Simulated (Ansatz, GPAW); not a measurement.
## KSrCl3 (model structure): optical spectrum from first principles

Aim: the dielectric function of KSrCl3 (model structure), and the optical constants that follow from it. The cell was made here by substitution or stacking, whether or not such a phase is known. It was built so: All Ca replaced by Sr and F replaced by Cl in the Pm-3m structure of KCaF3. The cell is first relaxed with Ansatz.

Program: GPAW 26.7.0. Level of theory: DFT, RPBE, plane-wave PAW (GPAW data sets), scalar-relativistic, RPA, optical limit. Results are calculated unless marked as measured.

**1. The starting structure**

The structure is cubic, space group Pm-3m (No. 221). Conventional cell: a = 5.611 Å, b = 5.611 Å, c = 5.611 Å, α = 90.00°, β = 90.00°, γ = 90.00°. Sr has 6 Cl at 2.81 Å nearest. Nearest to K lie 12 Cl at 3.97 Å. Cl has 2 Sr at 2.81 Å and 4 K at 3.97 Å nearest. All Ca replaced by Sr and F replaced by Cl in the Pm-3m structure of KCaF3. Farther neighbours and most contacts between anions are not listed.

**2. Relaxation**

The structure was built or cut out here, so it is relaxed before any spectrum is computed.

This step: DFT, RPBE, plane-wave PAW, default files, scalar-relativistic, relaxation (Ansatz 0.2.0).

Contents of input.yaml:

```yaml
crystal:
  lattice:
    - [5.61112095, 0.0, 0.0]
    - [0.0, 5.61112095, 0.0]
    - [0.0, 0.0, 5.61112095]
  atoms:
    - { symbol: Sr, position: [0.0, 0.0, 0.0] }
    - { symbol: K, position: [0.5, 0.5, 0.5] }
    - { symbol: Cl, position: [0.5, 0.0, 0.0] }
    - { symbol: Cl, position: [0.0, 0.0, 0.5] }
    - { symbol: Cl, position: [0.0, 0.5, 0.0] }
kpoints:
  mp_grid: { grid: [4, 4, 4] }
scf:
  occupations: { method: fermi_dirac, width: 0.05 }
hamiltonian:
  xc: rpbe
output:
  forces: true
  stress: true
relax:
  f_tol: 0.02
  max_steps: 50
  cell: {}
```

Started as:

```sh
$ ansatz run input.yaml --threads 1 --pin off --max-ram 4096MiB --backend cpu --events-out ev --progress --plain --runs-dir out
```

Numbers of over 12 decimals in the logs are rounded to 6 here.

The program printed:

```text
Engine: ansatz 0.2.0, aarch64-unknown-linux-gnu
Pseudopotentials: kind: paw
Pseudopotential: Sr, paw, valence charge 10, recommended cutoff 420 eV (normal), Sr.paw.azcp
Pseudopotential: K, paw, valence charge 9, recommended cutoff 420 eV (normal), K.paw.azcp
Pseudopotential: Cl, paw, valence charge 7, recommended cutoff 420 eV (normal), Cl.paw.azcp
Functional definition: RPBE
  parameter kappa = 0.804
  parameter beta = 0.066725
  exchange = rpbe_x(kappa = kappa, mu = beta*pi^2/3)
  correlation = pbe_c(beta = beta)
Crystal: 5 atoms, lattice volume = 176.664 Å³
Basis set: ecut = 420 eV, 3407 PW (Γ), exchange–correlation on 80×80×80 points (8 copies of the dense FFT grid, shifted against one another)
Bands: 25, of which v1, the nominal top of the filled ones, is band 20 counted from 1 (19 counted from 0)
Symmetry: 48 space group operations
Space group: Pm-3m (ITA 221), of the structure as read, at distance tolerance 5.6e-5 Å
k-points: 10 of 64
Non-local potential: Sr, projectors of the file, l = 0: 3, l = 1: 2, l = 2: 2
Non-local potential: K, projectors of the file, l = 0: 3, l = 1: 2, l = 2: 2
Non-local potential: Cl, projectors of the file, l = 0: 2, l = 1: 2, l = 2: 2
PAW form: soft (Blöchl's): semilocal exchange-correlation on the pseudo side does not see the compensation charge
PAW frozen core: Sr, regenerated for the run's functional, and the local potential with it (the file was generated under x = pbe(κ = 0.804, μ = 0.219515), c = pbe(β = 0.066725))
PAW frozen core: K, regenerated for the run's functional, and the local potential with it (the file was generated under x = pbe(κ = 0.804, μ = 0.219515), c = pbe(β = 0.066725))
PAW frozen core: Cl, regenerated for the run's functional, and the local potential with it (the file was generated under x = pbe(κ = 0.804, μ = 0.219515), c = pbe(β = 0.066725))
PAW one-centre angular grid: Sr, 110 points (default); XC on 64 Gauss nodes
PAW one-centre angular grid: K, 110 points (default); XC on 64 Gauss nodes
PAW one-centre angular grid: Cl, 110 points (default); XC on 64 Gauss nodes
Initial density: superposition of atomic densities (neutral atoms: chi_scale 0, normalization atom), corrected by the library's trained network
Initial wavefunctions: pseudopotential atomic-orbital guess
Functional: x = rpbe, c = pbe(β = 0.066725)
SCF iter   1: F=—  HF=-8353.968582 eV  |F-HF|=—  |Δ(HF+E_count)|=         —  Δρ=2.44e-3  dr2=1.23e-2  ethr=1.77e-3  ⟨swp⟩=12.0  Hψ=1612  notcnv=0
preconditioner: auto → Resta (q_TF=auto, 2.130 Å⁻¹)  ε∞=2.4  [insulator: Δε(μ)=4.844 eV  Ē_g=13.977 eV  σ=0.050 eV  W_gap=1.00  n_scr=26 (ndim 8)  ℏωp=16.8 eV  f_vac=0.137  D(μ)=0.00/eV (n_scr^D=0)  ε∞_Penn≈2.4]
SCF iter   2: F=—  HF=-8353.968403 eV  |F-HF|=—  |Δ(HF+E_count)|=   1.79e-4  Δρ=1.29e-3  dr2=2.60e-3  ethr=3.08e-5  ⟨swp⟩=2.2  Hψ=456  notcnv=0  defer=2
SCF iter   3: F=—  HF=-8353.968505 eV  |F-HF|=—  |Δ(HF+E_count)|=   1.02e-4  Δρ=2.59e-4  dr2=1.89e-4  ethr=6.49e-6  ⟨swp⟩=2.2  Hψ=332  notcnv=0  defer=2
SCF iter   4: F=—  HF=-8353.968557 eV  |F-HF|=—  |Δ(HF+E_count)|=   5.21e-5  Δρ=5.42e-5  dr2=4.59e-6  ethr=4.73e-7  ⟨swp⟩=2.0  Hψ=334  notcnv=0  defer=2
SCF iter   5: F=—  HF=-8353.968779 eV  |F-HF|=—  |Δ(HF+E_count)|=   2.22e-4  Δρ=8.59e-6  dr2=1.03e-7  ethr=1.15e-8  ⟨swp⟩=2.0  Hψ=441  notcnv=0  defer=3
SCF iter   6: F=-8353.968779 eV  HF=-8353.968779 eV  |F-HF|=5.68e-9  |Δ(HF+E_count)|=   3.01e-7  Δρ=1.42e-6  dr2=4.04e-9  ethr=2.50e-10  ⟨swp⟩=5.0  Hψ=967  notcnv=0
SCF 1 converged in 6 iterations: F = -8353.968779 eV  dr2 = 4.04e-9
  greatest PAW one-centre occupation: 0.988 electrons in one spin orbital (limit 2), on the K atom at site 1 (counted from 0), in its partial waves of l = 0
relax step   1: F+E_penalty+E_count = -8353.96877946 eV  Δ(F+E_penalty+E_count) = +0.000e0 eV  max|allowed force component| = 4.667e-30 eV/Å  Δτ_max = 0.0000 Å  P = +2.018 GPa  Ω = 176.664 Å³  (6 SCF iters, dr2 threshold 1.00e-7 eV, accepted)
Crystal: 5 atoms, lattice volume = 185.917 Å³
Basis set: ecut = 420 eV, 3695 PW (Γ), exchange–correlation on 80×80×80 points (8 copies of the dense FFT grid, shifted against one another)
Initial density: handed on by an earlier stage of this run
Initial wavefunctions: those handed on with the density
iter 1 solved again at ethr=3.72e-5 eV; its pass at ethr=3.10e-3 eV (dr2=1.49e-2 eV) is discarded
SCF iter   1: F=—  HF=-8354.055797 eV  |F-HF|=—  |Δ(HF+E_count)|=         —  Δρ=1.69e-3  dr2=1.53e-2  ethr=3.72e-5  ⟨swp⟩=1.0  Hψ=1427  notcnv=0
preconditioner: auto → Resta (q_TF=auto, 2.112 Å⁻¹)  ε∞=2.4  [insulator: Δε(μ)=4.694 eV  Ē_g=13.862 eV  σ=0.050 eV  W_gap=1.00  n_scr=26 (ndim 8)  ℏωp=16.3 eV  f_vac=0.185  D(μ)=0.00/eV (n_scr^D=0)  ε∞_Penn≈2.4]
SCF iter   2: F=—  HF=-8354.050055 eV  |F-HF|=—  |Δ(HF+E_count)|=   5.74e-3  Δρ=8.62e-4  dr2=4.03e-3  ethr=3.72e-5  ⟨swp⟩=3.0  Hψ=421  notcnv=0
SCF iter   3: F=—  HF=-8354.048392 eV  |F-HF|=—  |Δ(HF+E_count)|=   1.66e-3  Δρ=2.55e-4  dr2=1.55e-4  ethr=1.01e-5  ⟨swp⟩=2.8  Hψ=493  notcnv=0
SCF iter   4: F=—  HF=-8354.048625 eV  |F-HF|=—  |Δ(HF+E_count)|=   2.33e-4  Δρ=5.81e-5  dr2=9.13e-6  ethr=3.88e-7  ⟨swp⟩=2.0  Hψ=435  notcnv=0
SCF iter   5: F=-8354.048636 eV  HF=-8354.048635 eV  |F-HF|=1.04e-6  |Δ(HF+E_count)|=   9.93e-6  Δρ=1.57e-5  dr2=4.46e-7  ethr=1.25e-9  ⟨swp⟩=4.0  Hψ=1193  notcnv=0
SCF 2 converged in 5 iterations: F = -8354.048636 eV  dr2 = 4.46e-7
relax step   2: F+E_penalty+E_count = -8354.04863646 eV  Δ(F+E_penalty+E_count) = -7.986e-2 eV  max|allowed force component| = 5.824e-30 eV/Å  Δτ_max = 0.0000 Å  P = +0.805 GPa  Ω = 185.917 Å³  energy of the carried Pulay correction = -1.095e-4 eV  (5 SCF iters, dr2 threshold 5.00e-7 eV, accepted)
Crystal: 5 atoms, lattice volume = 192.607 Å³
Basis set: ecut = 420 eV, 3791 PW (Γ), exchange–correlation on 80×80×80 points (8 copies of the dense FFT grid, shifted against one another)
iter 1 solved again at ethr=1.79e-5 eV; its pass at ethr=3.10e-3 eV (dr2=7.17e-3 eV) is discarded
SCF iter   1: F=—  HF=-8354.070475 eV  |F-HF|=—  |Δ(HF+E_count)|=         —  Δρ=1.15e-3  dr2=7.37e-3  ethr=1.79e-5  ⟨swp⟩=1.0  Hψ=1421  notcnv=0
preconditioner: auto → Resta (q_TF=auto, 2.100 Å⁻¹)  ε∞=2.4  [insulator: Δε(μ)=4.602 eV  Ē_g=13.787 eV  σ=0.050 eV  W_gap=1.00  n_scr=26 (ndim 8)  ℏωp=16.1 eV  f_vac=0.194  D(μ)=0.00/eV (n_scr^D=0)  ε∞_Penn≈2.4]
SCF iter   2: F=—  HF=-8354.067733 eV  |F-HF|=—  |Δ(HF+E_count)|=   2.74e-3  Δρ=5.74e-4  dr2=1.86e-3  ethr=1.79e-5  ⟨swp⟩=2.6  Hψ=387  notcnv=0
SCF iter   3: F=—  HF=-8354.066958 eV  |F-HF|=—  |Δ(HF+E_count)|=   7.75e-4  Δρ=1.66e-4  dr2=8.84e-5  ethr=4.65e-6  ⟨swp⟩=2.5  Hψ=474  notcnv=0
SCF iter   4: F=—  HF=-8354.067144 eV  |F-HF|=—  |Δ(HF+E_count)|=   1.87e-4  Δρ=3.98e-5  dr2=4.12e-6  ethr=2.21e-7  ⟨swp⟩=3.0  Hψ=499  notcnv=0
SCF iter   5: F=-8354.067149 eV  HF=-8354.067149 eV  |F-HF|=4.30e-7  |Δ(HF+E_count)|=   4.60e-6  Δρ=9.20e-6  dr2=1.72e-7  ethr=1.25e-9  ⟨swp⟩=5.0  Hψ=1039  notcnv=0
SCF 3 converged in 5 iterations: F = -8354.067149 eV  dr2 = 1.72e-7
relax step   3: F+E_penalty+E_count = -8354.06714945 eV  Δ(F+E_penalty+E_count) = -1.851e-2 eV  max|allowed force component| = 2.544e-30 eV/Å  Δτ_max = 0.0000 Å  P = +0.107 GPa  Ω = 192.607 Å³  energy of the carried Pulay correction = -1.852e-4 eV  (5 SCF iters, dr2 threshold 5.00e-7 eV, accepted)
[...]
relax step   4: F+E_penalty+E_count = -8354.06751818 eV  Δ(F+E_penalty+E_count) = -3.687e-4 eV  max|allowed force component| = 1.738e-29 eV/Å  Δτ_max = 0.0000 Å  P = -0.002 GPa  Ω = 193.774 Å³  energy of the carried Pulay correction = -1.981e-4 eV  (5 SCF iters, dr2 threshold 2.86e-8 eV, accepted)
Initial wavefunctions: pseudopotential atomic-orbital guess (no wavefunctions were taken with the density)
iter 1 solved again at ethr=5.46e-8 eV; its pass at ethr=3.10e-3 eV (dr2=2.19e-5 eV) is discarded
SCF iter   1: F=—  HF=-8354.067582 eV  |F-HF|=—  |Δ(HF+E_count)|=         —  Δρ=4.43e-5  dr2=4.37e-7  ethr=5.46e-8  ⟨swp⟩=4.6  Hψ=2540  notcnv=0
preconditioner: auto → Resta (q_TF=auto, 2.097 Å⁻¹)  ε∞=2.4  [insulator: Δε(μ)=4.562 eV  Ē_g=13.766 eV  σ=0.050 eV  W_gap=1.00  n_scr=26 (ndim 8)  ℏωp=16.0 eV  f_vac=0.188  D(μ)=0.00/eV (n_scr^D=0)  ε∞_Penn≈2.4]
SCF iter   2: F=—  HF=-8354.067809 eV  |F-HF|=—  |Δ(HF+E_count)|=   2.27e-4  Δρ=2.24e-5  dr2=1.16e-7  ethr=1.09e-9  ⟨swp⟩=2.0  Hψ=455  notcnv=0
SCF iter   3: F=—  HF=-8354.067826 eV  |F-HF|=—  |Δ(HF+E_count)|=   1.71e-5  Δρ=4.03e-6  dr2=6.41e-9  ethr=2.89e-10  ⟨swp⟩=2.0  Hψ=441  notcnv=0
SCF iter   4: F=—  HF=-8354.067827 eV  |F-HF|=—  |Δ(HF+E_count)|=   3.63e-7  Δρ=8.18e-7  dr2=5.80e-10  ethr=1.60e-11  ⟨swp⟩=2.0  Hψ=400  notcnv=0
SCF iter   5: F=-8354.067827 eV  HF=-8354.067827 eV  |F-HF|=3.11e-10  |Δ(HF+E_count)|=   2.66e-9  Δρ=2.16e-7  dr2=4.76e-11  ethr=1.00e-12  ⟨swp⟩=4.0  Hψ=1210  notcnv=0
SCF 5 converged in 5 iterations: F = -8354.067827 eV  dr2 = 4.76e-11
relax step   5: F+E_penalty+E_count = -8354.06782651 eV  Δ(F+E_penalty+E_count) = -3.083e-4 eV  max|allowed force component| = 1.473e-29 eV/Å  Δτ_max = 0.0000 Å  P = +0.001 GPa  Ω = 193.774 Å³  stress off target by 7.88e-4 GPa  SCF on the basis re-selected at this cell (its energy is not comparable with the rows above)  (5 SCF iters)
basis re-selected at this cell: Δ(F+E_penalty+E_count) = -3.083e-4 eV, ΔP = +0.003 GPa vs the last step (what re-selecting the basis moved, of the pressure what is left beyond the Pulay correction that the steps carried, after the strain that the cell walked since its last selection, with what the two solves' SCF thresholds leave and, on support functions, any second-order correction that the steps lacked; it is no m [...]
SCF converged after 5 iterations
Free energy (F): -8354.067827 eV
Harris-Foulkes:  -8354.067827 eV  (|F-HF|=3.11e-10)
Internal energy: -8354.067827 eV  (E = F + TS)
E sigma→0 (E₀):  -8354.067827 eV
Fermi energy:    2.647968 eV
--- Per-component energies (eV) ---
  E_band       = -358.847986
  E_kinetic    = 982.270595
  E_local      = -2414.576204  (includes V_loc(G=0)·N_el)
  E_nonlocal   = 295.924609
  E_hartree    = 765.101428
  E_xc         = -634.003262
  E_vxc        = -695.407031  (∫ρ·V_xc dr)
  E_paw        = -5473.874599  (= ΣΔE_a)
  E_vpaw       = -57.263095  (= ΣTr[D̂ρ^β])
  E_aug_tail   = 0.000258  (compensation charges beyond the density's cutoff)
  E_ewald      = -1874.668688
  E_core_change = -0.241964  (= ΣΔE_core)
  E_smearing   = -0.000000  (= −TS)
  E_closure    = -0.000000  (closes the sum)
  Σ components = -8354.067827   (vs F -8354.067827, Δ=0.00e0)
--- Forces (eV/Å), atoms counted from 1 ---
  atom   1  Sr    -0.00000000     0.00000000     0.00000000
  atom   2  K     -0.00000000     0.00000000    -0.00000000
  atom   3  Cl    -0.00000000    -0.00000000     0.00000000
  atom   4  Cl     0.00000000     0.00000000     0.00000000
  atom   5  Cl    -0.00000000    -0.00000000    -0.00000000
  max |Σ_I F_I| component: 1.13e-29 eV/Å
--- Stress (GPa, compression-positive) ---
        0.000788       0.000000       0.000000
        0.000000       0.000788      -0.000000
        0.000000      -0.000000       0.000788
  P = ⅓ Tr σ = 0.0008 GPa (0.008 kbar)
--- Relaxed structure (4 steps of the walk, 4 accepted, 1 SCFs on fresh bases) ---
  F+E_penalty+E_count = -8354.06782651 eV   max|allowed force component| = 1.473e-29 eV/Å   (the final SCF, on the basis selected at the relaxed cell)
  cell:  # Å, volume = 193.7744 Å³
    - [5.786716, 0, 0]
    - [0, 5.786716, 0.0]
    - [0, 0.0, 5.786716]
  atoms:
    - { symbol: Sr, position: [0, 0, 0] }
    - { symbol: K, position: [0.500000, 0.500000, 0.500000] }
    - { symbol: Cl, position: [0.500000, 0, 0] }
    - { symbol: Cl, position: [0, 0, 0.500000] }
    - { symbol: Cl, position: [0, 0.500000, 0] }
```

It took 12 s on 1 thread of Arm Neoverse V1, shared host; peak memory 0.39 GiB.

Step by step:

```
step  energy less that of the first step (eV)  largest force component (eV/Å)  pressure (GPa)  volume (Å³)
   1                                   0.0000                          0.0000            2.02       176.66
   2                                  -0.0799                          0.0000            0.80       185.92
   3                                  -0.0984                          0.0000            0.11       192.61
   4                                  -0.0987                          0.0000            0.00       193.77
  5*                                  -0.0990                          0.0000            0.00       193.77
```

Relaxation steps marked * repeat the geometry before them on a plane-wave basis chosen anew for their cell, so energy and pressure can jump there.

The run keeps the 48 symmetry operations that it works with, so distortions that break them were not tested.

```
conventional cell, symmetrised  before  after  change
                         a (Å)   5.611  5.787  +3.1 %
                         b (Å)   5.611  5.787  +3.1 %
                         c (Å)   5.611  5.787  +3.1 %
              volume (Å³/atom)   35.33  38.75  +9.7 %
```

Final coordinates:

```cif
data_structure
_symmetry_space_group_name_H-M 'P 1'
_symmetry_Int_Tables_number 1
_cell_length_a 5.7867
_cell_length_b 5.7867
_cell_length_c 5.7867
_cell_angle_alpha 90.000
_cell_angle_beta 90.000
_cell_angle_gamma 90.000
_cell_volume 193.77
loop_
_atom_site_label
_atom_site_type_symbol
_atom_site_fract_x
_atom_site_fract_y
_atom_site_fract_z
_atom_site_occupancy
Sr1 Sr 0.00000 0.00000 0.00000 1
K2 K 0.50000 0.50000 0.50000 1
Cl3 Cl 0.50000 0.00000 0.00000 1
Cl4 Cl 0.00000 0.00000 0.50000 1
Cl5 Cl 0.00000 0.50000 0.00000 1
```

The relaxation ends with a pressure of 0.00 GPa.

[end of part 1 of 3]

[Machine, clock and banner lines and Python warnings are left out of the logs.]

[Logs are printed without paths, hosts, clocks, repeated set-up lines and the standing remarks that a program may print on its own settings, such as how far it seeks lower states.]

[Hosts, paths, dates, database ids (printed as entryN), source tags and the programs' standing remarks are cut or masked in the printed files.]
